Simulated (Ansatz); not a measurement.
# A vacancy of Sb at several sites of antimonene zigzag nanoribbon, H-capped, Sb4H (190 atoms)

At which site of antimonene zigzag nanoribbon, H-capped, Sb4H (190 atoms) does a vacancy of Sb cost least, and what about the site decides it?

Program: Ansatz 0.2.0. Level of theory: Kohn-Sham DFT, PBE, PAW (set soft_2), plane waves. Results are calculated unless marked as measured.

**1. The structure**

The cell holds 190 atoms: 152 Sb and 38 H. Cell: a = 78.280 Å, b = 26.687 Å, c = 13.650 Å, α = 90.0°, β = 90.0°, γ = 90.0°. It derives from Sb (antimonene). Antimonene (a = 4.12 Å), rectangular cell with x along the zigzag direction; strip nominally 15 Å wide, 19 periods, edges capped with H, 12 Å of vacuum; not relaxed, displaced by a Gaussian of 0.02 Å. Regions: sheet, 152 atoms (152 Sb); hydrogen, 38 atoms (38 H). Vacuum lies along b and c. The structure repeats along a.

What the set-up can't give: The main run has no spin polarisation, so any moments at edges, vacancies or dangling bonds can't form in it. Sampling is at Γ alone, for a cell whose periodic width is 78 Å. The levels lack spin–orbit coupling, which is large for the heavy elements here.

**2. Single point at the start**

The forces at the start show how far the geometry lies from a minimum of this functional.

File input.yaml:

```yaml
crystal:
  lattice:
    - [78.28, 0.0, 0.0]
    - [0.0, 26.6871, 0.0]
    - [0.0, 0.0, 13.65]
  atoms:
    - { symbol: Sb, position: [0.02633, 0.32119, 0.56161] }
    - { symbol: Sb, position: [0.99977, 0.27731, 0.43965] }
    - { symbol: Sb, position: [0.99951, 0.45472, 0.56286] }
    - { symbol: Sb, position: [0.02606, 0.40976, 0.44121] }
    - { symbol: Sb, position: [0.02622, 0.58756, 0.5589] }
    - { symbol: Sb, position: [0.0001, 0.54536, 0.43919] }
    - { symbol: Sb, position: [0.0001, 0.72254, 0.55826] }
    - { symbol: Sb, position: [0.02559, 0.67756, 0.44113] }
    - { symbol: Sb, position: [0.07898, 0.32258, 0.55787] }
    - { symbol: Sb, position: [0.05279, 0.27712, 0.43846] }
    - { symbol: Sb, position: [0.05285, 0.45684, 0.56081] }
    - { symbol: Sb, position: [0.07875, 0.4106, 0.44103] }
    - { symbol: Sb, position: [0.07927, 0.58913, 0.56101] }
    - { symbol: Sb, position: [0.05266, 0.54574, 0.43957] }
    - { symbol: Sb, position: [0.053, 0.72194, 0.56131] }
    - { symbol: Sb, position: [0.07916, 0.67884, 0.44011] }
    - { symbol: Sb, position: [0.13139, 0.32103, 0.5581] }
    - { symbol: Sb, position: [0.10548, 0.2772, 0.43744] }
    - { symbol: Sb, position: [0.10559, 0.45619, 0.55765] }
    - { symbol: Sb, position: [0.13156, 0.41091, 0.43898] }
    - { symbol: Sb, position: [0.13155, 0.58942, 0.56174] }
    - { symbol: Sb, position: [0.10512, 0.5459, 0.43934] }
    - { symbol: Sb, position: [0.10558, 0.72413, 0.56028] }
    - { symbol: Sb, position: [0.13119, 0.67823, 0.44048] }
    - { symbol: Sb, position: [0.18381, 0.32124, 0.55823] }
    - { symbol: Sb, position: [0.15769, 0.27882, 0.4381] }
    - { symbol: Sb, position: [0.1578, 0.45514, 0.56032] }
    - { symbol: Sb, position: [0.18403, 0.4114, 0.43982] }
    - { symbol: Sb, position: [0.18354, 0.58941, 0.56048] }
    - { symbol: Sb, position: [0.15813, 0.54316, 0.44164] }
    - { symbol: Sb, position: [0.15771, 0.72358, 0.56252] }
    - { symbol: Sb, position: [0.18422, 0.67917, 0.44106] }
    [... 152 atom lines left out ...]
    - { symbol: H, position: [0.84221, 0.22588, 0.51007] }
    - { symbol: H, position: [0.84184, 0.77585, 0.49027] }
    - { symbol: H, position: [0.89477, 0.22584, 0.51163] }
    - { symbol: H, position: [0.89491, 0.77562, 0.48616] }
    - { symbol: H, position: [0.94709, 0.22684, 0.50989] }
    - { symbol: H, position: [0.94774, 0.77553, 0.49037] }
kpoints:
  mp_grid: { grid: [1, 1, 1] }
hamiltonian:
  xc: pbe
scf:
  occupations: { method: fermi_dirac, width: 0.025 }
output:
  forces: true
```

On the command line:

```
ansatz run input.yaml --threads 32 --pin off --max-ram 143360MiB --backend cuda --events-out ev --progress --plain --runs-dir out
```

Numbers of over 12 decimals in the logs are rounded to 6 here.

Log:

```text
[...]
Pseudopotentials: kind: paw
Pseudopotential: Sb, paw, valence charge 15, recommended cutoff 420 eV (normal), Sb.paw.azcp
Pseudopotential: H, paw, valence charge 1, recommended cutoff 420 eV (normal), H.paw.azcp
[...]
device memory: the entry about to start is reckoned to put 78.3 GiB on a device that reports 182.5 GiB free
GPU FFT provider: cuFFT
GPU libraries: cuBLAS 13.8.1, cuFFT 12.4.0, cuSOLVER 12.3.2
GPU matrix products: emulated (plane waves: as basis.precision tells), large ones in fixed point in workspaces of 1.00 GiB
Crystal: 190 atoms, lattice volume = 28515.753 Å³
Basis set: ecut = 420 eV, 557325 PW (Γ), exchange–correlation on 1080×360×192 points (8 copies of the dense FFT grid, shifted against one another)
Bands: 1349, of which v1, the nominal top of the filled ones, is band 1159 counted from 1 (1158 counted from 0)
Symmetry: 1 space group operations
Space group: P1 (ITA 1), of the structure as read, at distance tolerance 3.1e-4 Å
k-points: 1
[...]
Initial density: superposition of atomic densities (neutral atoms: chi_scale 0, normalization atom), corrected by the library's trained network
Initial wavefunctions: pseudopotential atomic-orbital guess
GPU buffer pool allocated for 9331200 grid points (all kernels)
GPU transforms: local potential and band sums: pruned to the plane-wave sphere, on 540×180×90
GPU projectors: on the FFT box's points about the atoms, with room for 1998648 of them (16 bands a pass); a geometry past the room, sums that fail their trial, or a want of GPU memory keeps the tables, and a block in half precision can take them where they are the faster
[...]
SCF iter   1: F=—  HF=-986217.102906 eV  |F-HF|=—  |Δ(HF+E_count)|=         —  Δρ=8.99e-4  dr2=5.13e-1  ethr=1.77e-3  ⟨swp⟩=8.0  Hψ=5362  notcnv=0
preconditioner: auto → Resta (q_TF=auto, 1.796 Å⁻¹)  ε∞=1.8  [insulator: Δε(μ)=1.564 eV  Ē_g=7.066 eV  σ=0.025 eV  W_gap=1.00  n_scr=2768 (ndim 8)  ℏωp=6.2 eV  f_vac=0.744  D(μ)=0.00/eV (n_scr^D=0)  ε∞_Penn≈1.8  vacuum switching on, ρ_ref=3.6e-3 e/Å³]
SCF iter   2: F=—  HF=-986217.152150 eV  |F-HF|=—  |Δ(HF+E_count)|=   4.92e-2  Δρ=5.00e-4  dr2=1.92e-1  ethr=2.21e-5  ⟨swp⟩=3.0  Hψ=2738  notcnv=0  defer=174
SCF iter   3: F=—  HF=-986217.198214 eV  |F-HF|=—  |Δ(HF+E_count)|=   4.61e-2  Δρ=3.17e-4  dr2=1.08e-1  ethr=8.28e-6  ⟨swp⟩=6.0  Hψ=2639  notcnv=0  defer=169
automatic band count: iteration 3 solves 1344 bands in place of 1349: the levels show a gap, and the empty bands left out lie too high to hold charge; the band table lists the bands solved (type scf.n_extra_bands for more)
SCF iter   4: F=—  HF=-986217.203796 eV  |F-HF|=—  |Δ(HF+E_count)|=   5.58e-3  Δρ=1.06e-4  dr2=8.28e-3  ethr=4.67e-6  ⟨swp⟩=2.0  Hψ=1438  notcnv=0  defer=169
SCF iter   5: F=—  HF=-986217.204401 eV  |F-HF|=—  |Δ(HF+E_count)|=   6.05e-4  Δρ=5.19e-5  dr2=1.27e-3  ethr=3.57e-7  ⟨swp⟩=2.0  Hψ=1486  notcnv=0  defer=169
[...]
SCF iter  11: F=—  HF=-986217.223959 eV  |F-HF|=—  |Δ(HF+E_count)|=   1.63e-6  Δρ=3.31e-7  dr2=1.11e-7  ethr=4.31e-12  ⟨swp⟩=5.0  Hψ=3547  notcnv=0
SCF iter  12: F=-986217.223959 eV  HF=-986217.223959 eV  |F-HF|=7.80e-9  |Δ(HF+E_count)|=   6.31e-8  Δρ=1.55e-7  dr2=1.77e-8  ethr=4.31e-12  ⟨swp⟩=4.0  Hψ=2957  notcnv=0
SCF 1 converged in 12 iterations: F = -986217.223959 eV  dr2 = 1.77e-8
[...]
SCF converged after 12 iterations
Free energy (F): -986217.223959 eV
Harris-Foulkes:  -986217.223959 eV  (|F-HF|=7.80e-9)
Internal energy: -986217.223959 eV  (E = F + TS)
E sigma→0 (E₀):  -986217.223959 eV
Fermi energy:    -1.833476 eV
--- Per-component energies (eV) ---
[...]
Σ components = -986217.223959   (vs F -986217.223959, Δ=0.00e0)
--- Forces (eV/Å), atoms counted from 1 ---
[... 190 lines of forces left out ...]
  max |Σ_I F_I| component: 4.74e-5 eV/Å
```

It took 10 s on 1 × NVIDIA GB200 with 32 threads of Arm Neoverse V2, shared host; peak memory 4.4 GiB; 30 s of CPU time.

That memory is the host's; the program planned 78.3 GiB on the GPU.

The r.m.s. force at the start is 0.30 eV/Å.

**3. Relaxation**

The atoms are relaxed in the fixed cell, aiming at the force tolerance of the input.

File input.yaml:

```yaml
crystal:
  lattice:
    - [78.28, 0.0, 0.0]
    - [0.0, 26.6871, 0.0]
    - [0.0, 0.0, 13.65]
  atoms:
    [... the 190 atom lines of step 2 ...]
kpoints:
  mp_grid: { grid: [1, 1, 1] }
hamiltonian:
  xc: pbe
scf:
  occupations: { method: fermi_dirac, width: 0.025 }
output:
  forces: true
relax:
  f_tol: 0.05
  max_steps: 120
```

Log:

```text
[...]
Crystal: 190 atoms, lattice volume = 28515.753 Å³
Basis set: ecut = 420 eV, 557325 PW (Γ), exchange–correlation on 1080×360×192 points (8 copies of the dense FFT grid, shifted against one another)
Bands: 1391, of which v1, the nominal top of the filled ones, is band 1159 counted from 1 (1158 counted from 0)
Symmetry: 1 space group operations
[...]
k-points: 1
[...]
SCF iter   1: F=—  HF=-986217.105041 eV  |F-HF|=—  |Δ(HF+E_count)|=         —  Δρ=9.00e-4  dr2=5.15e-1  ethr=1.77e-3  ⟨swp⟩=8.0  Hψ=5654  notcnv=0  defer=14
[...]
SCF iter   2: F=—  HF=-986217.152759 eV  |F-HF|=—  |Δ(HF+E_count)|=   4.77e-2  Δρ=5.01e-4  dr2=1.95e-1  ethr=2.22e-5  ⟨swp⟩=3.0  Hψ=2784  notcnv=0  defer=216
[...]
SCF iter   8: F=-986217.223944 eV  HF=-986217.223940 eV  |F-HF|=4.39e-6  |Δ(HF+E_count)|=   2.30e-5  Δρ=4.76e-6  dr2=2.19e-5  ethr=2.55e-9  ⟨swp⟩=4.0  Hψ=3109  notcnv=0
SCF 1 converged in 8 iterations: F = -986217.223944 eV  dr2 = 2.19e-5
[...]
relax step   1: F+E_penalty+E_count = -986217.22394421 eV  Δ(F+E_penalty+E_count) = +0.000e0 eV  max|allowed force component| = 1.369e0 eV/Å  Δτ_max = 0.0000 Å  (8 SCF iters, dr2 threshold 6.25e-5 eV, accepted)
[...]
relax step   2: F+E_penalty+E_count = -986216.84783083 eV  Δ(F+E_penalty+E_count) = +3.761e-1 eV  max|allowed force component| = 1.039e0 eV/Å  Δτ_max = 0.1610 Å  (7 SCF iters, dr2 threshold 1.00e-4 eV, rejected (line search))
[...]
relax step   3: F+E_penalty+E_count = -986218.45135393 eV  Δ(F+E_penalty+E_count) = -1.227e0 eV  max|allowed force component| = 2.080e-1 eV/Å  Δτ_max = 0.0805 Å  (11 SCF iters, accepted)
[...]
relax step   4: F+E_penalty+E_count = -986218.48304168 eV  Δ(F+E_penalty+E_count) = -3.169e-2 eV  max|allowed force component| = 2.841e-3 eV/Å  Δτ_max = 0.0171 Å  (6 SCF iters, dr2 threshold 2.70e-6 eV, accepted)
[...]
relax step   5: F+E_penalty+E_count = -986218.48304278 eV  Δ(F+E_penalty+E_count) = -1.102e-6 eV  max|allowed force component| = 2.820e-3 eV/Å  Δτ_max = 0.0000 Å  (5 SCF iters, accepted)
SCF converged after 5 iterations
Free energy (F): -986218.483043 eV
[...]
Internal energy: -986218.483043 eV  (E = F + TS)
E sigma→0 (E₀):  -986218.483043 eV
Fermi energy:    -1.869584 eV
[...]
Σ components = -986218.483043   (vs F -986218.483043, Δ=0.00e0)
--- Forces (eV/Å), atoms counted from 1 ---
[... 190 lines of forces left out ...]
  max |Σ_I F_I| component: 1.83e-5 eV/Å
--- Relaxed structure (5 steps of the walk, 4 accepted, 0 SCFs on fresh bases) ---
  F+E_penalty+E_count = -986218.48304278 eV   max|allowed force component| = 2.820e-3 eV/Å
  atoms:
[... 190 atom lines left out ...]
```

Elapsed: 33 s, on 1 × NVIDIA GB200 with 32 threads; peak memory 4.9 GiB.

The relaxation converged after 5 steps, 1.26 eV below its start, with a largest force component of 0.0028 eV/Å.

**4. Single point at the relaxed geometry**

One more single point at the end of the walk gives the fuller output and checks the residual forces.

File input.yaml:

```yaml
crystal:
  lattice:
    - [78.28, 0.0, 0.0]
    - [0.0, 26.6871, 0.0]
    - [0.0, 0.0, 13.65]
  atoms:
    - { symbol: Sb, position: [0.02634, 0.32189, 0.55885] }
    - { symbol: Sb, position: [1.0e-05, 0.27753, 0.4391] }
    - { symbol: Sb, position: [0.99995, 0.4553, 0.55925] }
    - { symbol: Sb, position: [0.0263, 0.41102, 0.43951] }
    - { symbol: Sb, position: [0.02627, 0.58883, 0.56069] }
    - { symbol: Sb, position: [3.0e-05, 0.54464, 0.44013] }
    [... 178 atom lines left out ...]
    - { symbol: H, position: [0.84209, 0.2246, 0.51162] }
    - { symbol: H, position: [0.84206, 0.77529, 0.48755] }
    - { symbol: H, position: [0.89475, 0.22461, 0.51171] }
    - { symbol: H, position: [0.89469, 0.77537, 0.4856] }
    - { symbol: H, position: [0.94733, 0.2247, 0.51199] }
    - { symbol: H, position: [0.94737, 0.77542, 0.48846] }
kpoints:
  mp_grid: { grid: [1, 1, 1] }
hamiltonian:
  xc: pbe
scf:
  occupations: { method: fermi_dirac, width: 0.025 }
output:
  forces: true
  populations: true
  dos:
    method: { smearing: { sigma: 0.08 } }
    de: 0.1
    projected:
      site_lists:
        H: [H]
        Sb: [Sb]
        hydrogen: [152, 153, 154, 155, 156, 157, 158, 159, 160, 161, 162, 163, 164, 165, 166, 167, 168, 169, 170, 171, 172, 173, 174, 175, 176, 177, 178, 179, 180, 181, 182, 183, 184, 185, 186, 187, 188, 189]
  eigenvalues: true
  write_density: true
  write_potential: true
  volumetric_format: npy
  elf: true
```

Log:

```text
[...]
GPU FFT provider: cuFFT
GPU libraries: cuBLAS 13.8.1, cuFFT 12.4.0, cuSOLVER 12.3.2
[...]
Crystal: 190 atoms, lattice volume = 28515.753 Å³
Basis set: ecut = 420 eV, 557325 PW (Γ), exchange–correlation on 1080×360×192 points (8 copies of the dense FFT grid, shifted against one another)
Bands: 1391, of which v1, the nominal top of the filled ones, is band 1159 counted from 1 (1158 counted from 0)
Symmetry: 1 space group operations
[...]
k-points: 1
[...]
GPU buffer pool allocated for 9331200 grid points (all kernels)
[...]
SCF iter   1: F=—  HF=-986218.351395 eV  |F-HF|=—  |Δ(HF+E_count)|=         —  Δρ=8.69e-4  dr2=4.36e-1  ethr=1.77e-3  ⟨swp⟩=8.0  Hψ=5677  notcnv=0  defer=7
[...]
SCF iter  12: F=-986218.483015 eV  HF=-986218.483015 eV  |F-HF|=2.79e-9  |Δ(HF+E_count)|=   2.56e-9  Δρ=9.65e-8  dr2=1.01e-8  ethr=4.31e-12  ⟨swp⟩=10.0  Hψ=7300  notcnv=0
SCF 1 converged in 12 iterations: F = -986218.483015 eV  dr2 = 1.01e-8
[...]
WARN: The output density's exchange-correlation potential varies sharply where the density is thin. Do not read a vacuum level from v_tot or v_xc, or from such a field of the output density. On a cell that repeats whose density bears no net charge and no dipole along the vacuum's axis use v_es (v_loc + v_h of the components); [...]
SCF converged after 12 iterations
Free energy (F): -986218.483015 eV
[...]
Internal energy: -986218.483015 eV  (E = F + TS)
E sigma→0 (E₀):  -986218.483015 eV
Fermi energy:    -1.869640 eV
[...]
--- Forces (eV/Å), atoms counted from 1 ---
[... 190 lines of forces left out ...]
  max |Σ_I F_I| component: 3.11e-5 eV/Å
--- Band table (eV) ---
[... left out ...]
--- Löwdin populations: 190 sites ---
  site symbol       q [e]
[... 190 lines, one an atom, left out ...]
  spilling = 0.003020 (of n_electrons = 2318.000000)
```

Wall time 24 s (1 × NVIDIA GB200 with 32 threads); peak memory 8.2 GiB.

That memory is the host's; the program planned 80 GiB on the GPU.

The program notes that the exchange-correlation potential is rough where the density is thin.

Read from the output:

| Property | Result |
| --- | --- |
| free energy | -986218.4830 eV |
| free energy per atom | -5190.6236 eV/atom |
| SCF cycles | 12 |
| r.m.s. force component | 0.00137 eV/Å |
| longest force | 0.00551 eV/Å |
| Fermi energy | -1.87 eV |
| gap (highest filled to lowest empty level) | 1.6 eV |
| spilling of the projection | 0.00302 |

Löwdin charges by element (they lack the spilled electrons, 0.037 e an atom on average):

```
element  coordination  atoms  mean charge (e)  spread    least     most
      H           all     38          -0.0708       0  -0.0709  -0.0706
     Sb           all    152           0.0637  0.0384   0.0333    0.130
```

By region:

```
  region  atoms  mean length of the force (eV/Å)
   sheet    152                            0.002
hydrogen     38                            0.002
```

Density of states as counts of states in windows of 1 eV (from the Fermi level), total and some projections:

```
from (eV)  to (eV)  total   Sb p  Sb s   H s  hydrogen
      -18      -12    0.0    0.0   0.0   0.0       0.0
      -12      -11   41.9    6.1  34.8   1.0       1.0
      -11      -10   76.2   12.7  60.5   2.8       2.8
      -10       -9   45.7    6.5  35.7   3.2       3.2
       -9       -8   56.9    9.9  44.3   2.3       2.3
       -8       -7   69.3    9.9  56.4   2.7       2.7
       -7       -6   13.8    3.0  10.7   0.1       0.1
       -6       -5    0.0    0.0   0.0   0.0       0.0
       -5       -4   49.4   34.7   3.0  10.9      10.9
       -4       -3  128.0  106.2   8.2  12.0      12.0
       -3       -2  129.9  118.9   6.0   3.5       3.5
       -2       -1  181.0  160.4  16.5   1.9       1.9
       -1        0    5.6    5.4   0.1   0.0       0.0
        0        1   10.7    9.2   0.7   0.1       0.1
        1        2  165.5  144.3   8.2   2.8       2.8
```

The curve was stored every 0.100 eV, coarse against its broadening of 0.08 eV, so these counts are rough.

About 1520 of the 2318 electrons lie in deeper levels, below the stored range.

Not all projections were asked for or kept, so they needn't add up to the total.

The levels nearest the highest filled one (over half full), pooled over k-points and spins:

```
level less the highest filled one (eV)  occupation
                                -0.316           2
                                -0.316           2
                                -0.316           2
                                -0.197           2
                                -0.197           2
                                     0           2
                                  1.60           0
                                  1.65           0
                                  1.77           0
                                  1.77           0
                                  1.78           0
                                  1.78           0
```

The highest filled and lowest empty levels differ by 1.60 eV (at Γ alone); a semilocal functional tends to put such gaps too low. Mean Löwdin charges: H -0.07, Sb +0.06 e (they miss 0.30 % of the electrons, so they add up to more than the cell's charge). Charges this small depend on the projection, at times even in sign. The largest share in the top eV of filled states is Sb p (90 % of the projected weight), and in the lowest eV of empty states Sb p (93 % of the projected weight).

(Part 1 of 2 ends here.)

[Logs are printed without paths, hosts, clocks, repeated set-up lines and the standing remarks that a program may print on its own settings, such as how far it seeks lower states.]

[Hosts, paths, dates, database ids (printed as entryN), source tags and the programs' standing remarks are cut or masked in the printed files.]
